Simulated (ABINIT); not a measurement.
## Quasiparticle gap of Ga2O3 (R-3c) in ABINIT

How does a plane-wave GW calculation on Ga2O3 (R-3c) run from the first input to the gap?

Method: PBE and many-body steps on it, plane waves, in ABINIT 10.8.3.

**Experimental background.**

- Gap 5.62 ± 0.02 eV: lowest direct band-to-band transition E0, E parallel to c (M1-type CP); abstract instead prints 5.44 eV, which Table III gives as the exciton energy; generalized spectroscopic ellipsometry, critical-point model; 300 K; film (51.8 nm PAMBE film, fully lattice-relaxed) on m-plane Al2O3 (“Anisotropic dielectric functions, band-to-band transitions, and critical points in alpha-Ga2O3”, 2021, arxiv:2101.06595).

- Gap 5.3 eV: optical direct gap from Tauc plot, alpha-phase dominant buffer stack; UV-Vis transmittance, Tauc plot; film (as-grown alpha-(Al0.3Ga0.7)2O3/alpha-Ga2O3 double layer on c-plane sapphire, mist CVD, slight kappa admixture) on Al2O3 (“Controlled Crystallinity of a Sn-Doped α-Ga2O3 Epilayer Using Rapidly Annealed Double Buffer Layers”, 2024, pmc:10818942).

- Gap 5.15 eV: optical gap from Tauc plot assuming direct gap; lower end of the 5.15-5.20 eV range for alpha-phase films; UV-vis transmittance/reflectance, Tauc plot; film on c-plane sapphire (“Low temperature growth and optical properties of alpha-Ga2O3 deposited on sapphire by plasma enhanced atomic layer deposition”, 2019, arxiv:1908.06914).

- Gap 5.2 eV: optical gap from Tauc plot assuming direct gap; largest value, film grown at 250 C; UV-vis transmittance/reflectance, Tauc plot; film on c-plane sapphire (“Low temperature growth and optical properties of alpha-Ga2O3 deposited on sapphire by plasma enhanced atomic layer deposition”, 2019, arxiv:1908.06914).

- Gap 5.6 eV: direct band-to-band gap from Tauc plot; UV-Vis absorption, Tauc plot; film (163 nm mist CVD film on c-plane sapphire) on Al2O3 (sapphire) (“Optical properties of mist CVD grown alpha-Ga2O3”, 2019, arxiv:1907.13072).

This is a selection; 2 further reports are not listed.

Report form: the programs' logs are mostly left out.

## 1. Set-up

Symmetry: R-3c, No. 167, trigonal system. The conventional cell has a = 4.997 Å, b = 4.997 Å, c = 13.451 Å, α = 90.00°, β = 90.00°, γ = 120.00°. Nearest to Ga lie 6 O at 1.93 to 2.08 Å. O has 4 Ga at 1.93 to 2.08 Å nearest. Farther neighbours and most contacts between anions are not listed.

The cell and positions are those that the Materials Project relaxed with its own functionals (PBE, PBE+U or r2SCAN), kept fixed. This is not the form that Ga2O3 usually takes at ambient conditions.

## 2. Ground state

This step: ABINIT 10.8.3; DFT, PBE, plane waves, norm-conserving pseudopotentials.

The ground-state density comes first.

Input file run.abi:

```
acell 3*1.0 Angstrom
rprim 
  2.498699193881 1.442624652211 4.483549768500
  -2.498699193881 1.442624652211 4.483549768500
  0.000000000000 -2.885249304422 4.483549768500
ntypat 2
znucl 31 8
natom 10
typat 1 1 1 1 2 2 2 2 2 2
xred 
  0.855585580000 0.855585580000 0.855585580000
  0.644414420000 0.644414420000 0.644414420000
  0.144414420000 0.144414420000 0.144414420000
  0.355585580000 0.355585580000 0.355585580000
  0.750000000000 0.446832820000 0.053167180000
  0.446832820000 0.053167180000 0.750000000000
  0.053167180000 0.750000000000 0.446832820000
  0.250000000000 0.553167180000 0.946832820000
  0.946832820000 0.250000000000 0.553167180000
  0.553167180000 0.946832820000 0.250000000000
pp_dirpath "pseudos"
pseudos "Ga.upf, O.upf"
ecut 45
ngkpt 4 4 4
nshiftk 1
shiftk 0 0 0
kptopt 1
chksymbreak 0
nband 69
occopt 1
tolvrs 1e-08
nstep 60
prtwf 0
optforces 0
optstress 0
indata_prefix "in"
outdata_prefix "out"
tmpdata_prefix "tmp"
```

Launch:

```sh
OMP_NUM_THREADS=1 mpirun -n 8 abinit run.abi > log
```

The job ended after 73 s (8 MPI ranks of Arm Neoverse V2, shared host; peak memory 1.2 GiB; 9.7 min of CPU time).

Numbers from this step:

| Quantity | Value |
| --- | --- |
| total energy | -29739.6210 eV |
| gap | 2.857 eV |
| k of the valence top | 0.25, 0, 0 |
| k of the conduction bottom | 0, 0, 0 |
| least direct gap | 3.066 eV |

The gap is indirect, with the least direct gap 0.21 eV higher.

## 3. Bands along the symmetry lines

Levels along a band path, at the cheap level, show where the edges lie and whether the meshes to come will hold them.

Edit run.abi of step 2 so:

```diff
@@ -23,14 +23,45 @@
 ecut 45
-ngkpt 4 4 4
-nshiftk 1
-shiftk 0 0 0
-kptopt 1
-chksymbreak 0
-nband 69
-occopt 1
-tolvrs 1e-08
-nstep 60
+iscf -2
+irdden 1
+kptopt 0
+nkpt 31
+kpt 
+  0.00000000 0.00000000 0.00000000
+  0.12500000 0.12500000 0.12500000
+  0.25000000 0.25000000 0.25000000
+  0.37500000 0.37500000 0.37500000
+  0.50000000 0.50000000 0.50000000
+  0.56607847 0.43392153 0.50000000
+  0.63215694 0.36784306 0.50000000
+  0.69823542 0.30176458 0.50000000
+  0.76431389 0.23568611 0.50000000
+  0.50000000 -0.23568611 0.23568611
+  0.50000000 -0.17676458 0.17676458
+  0.50000000 -0.11784306 0.11784306
+  0.50000000 -0.05892153 0.05892153
+  0.50000000 0.00000000 0.00000000
+  0.37500000 0.00000000 0.00000000
+  0.25000000 0.00000000 0.00000000
+  0.12500000 0.00000000 0.00000000
+  0.00000000 0.00000000 0.00000000
+  0.09196076 -0.09196076 0.00000000
+  0.18392153 -0.18392153 0.00000000
+  0.27588229 -0.27588229 0.00000000
+  0.36784305 -0.36784305 0.00000000
+  0.63215695 0.00000000 0.36784305
+  0.59911771 0.00000000 0.40088229
+  0.56607848 0.00000000 0.43392153
+  0.53303924 0.00000000 0.46696076
+  0.50000000 0.00000000 0.50000000
+  0.37500000 0.00000000 0.37500000
+  0.25000000 0.00000000 0.25000000
+  0.12500000 0.00000000 0.12500000
+  0.00000000 0.00000000 0.00000000
+istwfk *1
+nband 67
+nbdbuf 2
+tolwfr 1e-08
+nstep 40
 prtwf 0
-optforces 0
-optstress 0
+prtvol 0
 indata_prefix "in"
```

Wall time 80 s (8 MPI ranks); peak memory 1 GiB; 11 min of CPU time.

Numbers from this step:

| Property | Result |
| --- | --- |
| gap | 2.820 eV |
| k of the valence top | 0.1839, -0.1839, 0 |
| k of the conduction bottom | 0, 0, 0 |
| least direct gap | 3.066 eV |

The gap is 2.820 eV, −0.037 eV from the run before at this level.

The electronic bands at the labelled points (eV, zero at the top of the highest filled band):

```csv
point,band 57,band 58,band 59,band 60,band 61,band 62,band 63,band 64
Γ,-0.32,-0.32,-0.25,-0.25,2.82,6.67,6.84,8.88
halfway,-0.36,-0.36,-0.21,-0.21,4.14,6.72,6.83,8.95
T,-0.30,-0.30,-0.30,-0.30,5.86,5.86,7.86,7.86
halfway,-0.78,-0.78,-0.42,-0.42,6.38,6.38,7.80,7.80
H2,-0.57,-0.57,-0.33,-0.33,6.69,6.69,7.24,7.24
jump to H0,-0.57,-0.57,-0.33,-0.33,6.69,6.69,7.24,7.24
halfway,-0.56,-0.56,-0.23,-0.23,6.41,6.41,6.91,6.91
L,-0.97,-0.97,-0.15,-0.15,6.40,6.40,6.73,6.73
halfway,-0.61,-0.55,-0.19,-0.04,4.38,6.51,7.32,8.16
Γ,-0.32,-0.32,-0.25,-0.25,2.82,6.67,6.84,8.88
halfway,-0.63,-0.25,-0.23,0.00,4.86,6.36,7.36,7.89
S0,-0.61,-0.50,-0.48,-0.17,6.49,6.60,7.17,7.20
jump to S2,-0.61,-0.50,-0.48,-0.17,6.49,6.60,7.17,7.20
halfway,-0.76,-0.65,-0.31,-0.15,6.51,6.72,7.48,7.50
F,-0.85,-0.70,-0.25,-0.14,6.54,6.73,7.58,7.69
halfway,-0.64,-0.55,-0.28,-0.23,4.69,6.60,7.40,8.32
Γ,-0.32,-0.32,-0.25,-0.25,2.82,6.67,6.84,8.88
```

## 4. Empty states on the mesh, 4×4×4 mesh, 191 bands

The sums over transitions need many empty states on a uniform mesh; this step solves for them.

Input file run.abi:

```
acell 3*1.0 Angstrom
rprim 
  2.498699193881 1.442624652211 4.483549768500
  -2.498699193881 1.442624652211 4.483549768500
  0.000000000000 -2.885249304422 4.483549768500
ntypat 2
znucl 31 8
natom 10
typat 1 1 1 1 2 2 2 2 2 2
xred 
  0.855585580000 0.855585580000 0.855585580000
  0.644414420000 0.644414420000 0.644414420000
  0.144414420000 0.144414420000 0.144414420000
  0.355585580000 0.355585580000 0.355585580000
  0.750000000000 0.446832820000 0.053167180000
  0.446832820000 0.053167180000 0.750000000000
  0.053167180000 0.750000000000 0.446832820000
  0.250000000000 0.553167180000 0.946832820000
  0.946832820000 0.250000000000 0.553167180000
  0.553167180000 0.946832820000 0.250000000000
pp_dirpath "pseudos"
pseudos "Ga.upf, O.upf"
ecut 45
ngkpt 4 4 4
nshiftk 1
shiftk 0 0 0
kptopt 1
chksymbreak 0
iscf -2
irdden 1
istwfk *1
nband 191
nbdbuf 16
tolwfr 1e-09
nstep 60
prtvol 0
indata_prefix "in"
outdata_prefix "out"
tmpdata_prefix "tmp"
```

Wall time 2.2 min (8 MPI ranks); peak memory 1.2 GiB.

Numbers from this step:

- gap: 2.857 eV
- k of the valence top: 0.25, 0, 0
- k of the conduction bottom: 0, 0, 0
- least direct gap: 3.066 eV
- k points computed: 13
- lowest point of the top converged band, above the valence top: 58.2188 eV

On this mesh the gap is 2.857 eV.

## 5. Screening, 4×4×4 mesh, 175 bands, screening to 130.6 eV

The RPA dielectric matrix is built and inverted for each q.

This step: RPA screening on PBE, plane waves, norm-conserving pseudopotentials.

Edit run.abi of step 4 so:

```diff
@@ -28,10 +28,11 @@
 chksymbreak 0
-iscf -2
-irdden 1
 istwfk *1
-nband 191
-nbdbuf 16
-tolwfr 1e-09
-nstep 60
-prtvol 0
+occopt 1
+irdwfk 1
+optdriver 3
+nband 175
+ecuteps 4.8
+inclvkb 2
+awtr 1
+symchi 1
 indata_prefix "in"
```

It took 15 min on 8 MPI ranks; peak memory 15 GiB.

Numbers from this step:

* ε∞ with local fields, on this mesh, along the program's q direction: 4.144
* the same without local fields: 4.344
* plasma frequency: 41.31 eV
* plane waves in the screening matrix: 327

Local fields lower ε∞ by 5 %.

## 6. Self-energy, 4×4×4 mesh, 175 bands, screening to 130.6 eV

The self-energy is evaluated for the states that the input lists, and the levels follow from it, in one-shot runs by the linearised quasiparticle equation.

This step: G0W0 on PBE, plane waves, norm-conserving pseudopotentials.

Edit run.abi of step 5 so:

```diff
@@ -31,8 +31,17 @@
 irdwfk 1
-optdriver 3
+optdriver 4
 nband 175
+gwcalctyp 0
+ecutsigx 45
+symsigma 1
+nkptgw 2
+kptgw 
+  0.2500000000 0.0000000000 0.0000000000
+  0.0000000000 0.0000000000 0.0000000000
+bdgw 
+  59 62
+  59 62
 ecuteps 4.8
-inclvkb 2
-awtr 1
-symchi 1
+irdscr 1
+ppmodel 1
 indata_prefix "in"
```

It took 33 s on 8 MPI ranks; peak memory 5.9 GiB.

This step gave:

| Quantity | Value |
| --- | --- |
| G0W0 gap on the points computed | 4.277 eV |
| starting gap on the mesh | 2.857 eV |
| k of the valence top | 0.25, 0, 0 |
| k of the conduction bottom | 0, 0, 0 |
| Z at the valence top | 0.801 |
| Z at the conduction bottom | 0.846 |
| least direct G0W0 gap on the computed points | 4.493 eV |

The gap on the mesh goes from 2.86 eV to 4.28 eV, a correction of +1.42 eV.

Limits: finite bands, cutoff and mesh; no spin-orbit coupling. v1 is the top filled band, c1 the lowest empty one. Levels before and after the correction, in eV, zero at the valence-band top of each column:

```
           conduction bottom  valence top
Kohn-Sham               2.86         0.00
     G0W0               4.28         0.00
```

```csv
,level,energy (eV)
Kohn-Sham,(0.25 0 0) v2,-0.149
Kohn-Sham,(0.25 0 0) v1,0.000
Kohn-Sham,(0.25 0 0) c1,4.420
Kohn-Sham,(0.25 0 0) c2,6.542
Kohn-Sham,Γ v2-v1,-0.210
Kohn-Sham,Γ c1,2.857
Kohn-Sham,Γ c2,6.711
G0W0,(0.25 0 0) v2,-0.173
G0W0,(0.25 0 0) v1,0.000
G0W0,(0.25 0 0) c1,6.127
G0W0,(0.25 0 0) c2,8.647
G0W0,Γ v2-v1,-0.216
G0W0,Γ c1,4.277
G0W0,Γ c2,8.908
```

## 7. Where the time went

Times are wall times on 8 MPI ranks of Arm Neoverse V2, shared host. The host was busy with other work, so they are no guide to cost.

| step | time | share | memory (GiB) |
| --- | --- | --- | --- |
| ground state | 73 s | 6 % | 1.2 |
| bands along the symmetry lines | 80 s | 6 % | 1 |
| empty states on the mesh | 2.2 min | 11 % | 1.2 |
| screening | 15 min | 75 % | 15 |
| self-energy | 33 s | 3 % | 5.9 |

## 8. What came out

* PBE gap: 2.82 eV, indirect
* G0W0 gap on the mesh: 4.28 eV
* G0W0 gap over the zone (rigid shift): 4.24 eV
* GW settings: 4×4×4 mesh, 175 bands, screening to 130.6 eV, Godby-Needs plasmon pole
* known limits: not at the basis limit; no spin-orbit coupling

G0W0 moves the gap on the mesh from 2.86 eV to 4.28 eV (+1.42 eV), with Z of 0.80 and 0.85 at the edges. The mesh misses the band edges by 0.04 eV in all; a rigid shift gives 4.24 eV for the zone. Local fields lower the RPA ε∞ on this mesh from 4.34 to 4.14. Only 2 of the mesh's irreducible points were corrected, so a valley elsewhere could overtake. The dearest step here is «screening». Against experiment, by G0W0@PBE: the direct gap of 4.49 eV lies −1.13 eV from the measured 5.62 ± 0.02 eV (direct, 300 K, on m-plane Al2O3, 2021); the direct gap of 4.49 eV lies −0.81 eV from the measured 5.3 eV (direct, on Al2O3, 2024); the direct gap of 4.49 eV lies −0.66 eV from the measured 5.15 eV (direct, on c-plane sapphire, 2019); the direct gap of 4.49 eV lies −0.71 eV from the measured 5.2 eV (direct, on c-plane sapphire, 2019); the direct gap of 4.49 eV lies −1.11 eV from the measured 5.6 eV (direct, on Al2O3 (sapphire), 2019). An exciton line or allowed optical edge lies below the quasiparticle gap by the binding energy; a forbidden edge can push the onset above it. The calculation has static nuclei and no excitons; a measured gap holds zero-point and thermal motion, which mostly lowers it. Against the values above the computed gap that would widen the miss. A likelier cause is too strong a screening: the start's gap is only 2.86 eV, and one shot does not repair that. Bands and cutoff are finite, so the gap is not at the basis limit. The miss can reach some tenths of an eV and take either sign; the mesh is an error of its own. In the G0W0 run levels were corrected at 2 k points alone, so a gap called «on the mesh» is the least over those, and an edge elsewhere would be missed. The many-body steps are scalar-relativistic: spin-orbit coupling is not in them.

[Paths, hosts, dates, memory and timing lines, banners, echoed tables and standing remarks are left out of the program output.]

[Logs are printed without paths, hosts, clocks, repeated set-up lines and the standing remarks that a program may print on its own settings, such as how far it seeks lower states.]

[Runs of the session that timed out or met a known fault of the program may be left out.]

[No measured gap is set beside runs whose start may be inverted or whose files or cutoffs have a known fault.]

[Hosts, paths, dates, database ids (printed as entryN), source tags and the programs' standing remarks are cut or masked in the printed files.]

[G0W0 gaps are taken among the corrected bands and points alone; a level outside them can change the order at an edge.]

[Where Ansatz stands beside ABINIT at settings called matched, ABINIT's density can come from a denser mesh and the files from another edition; pairs whose starting gaps differed by over 0.03 eV were left out, so agreement reads better than it is.]
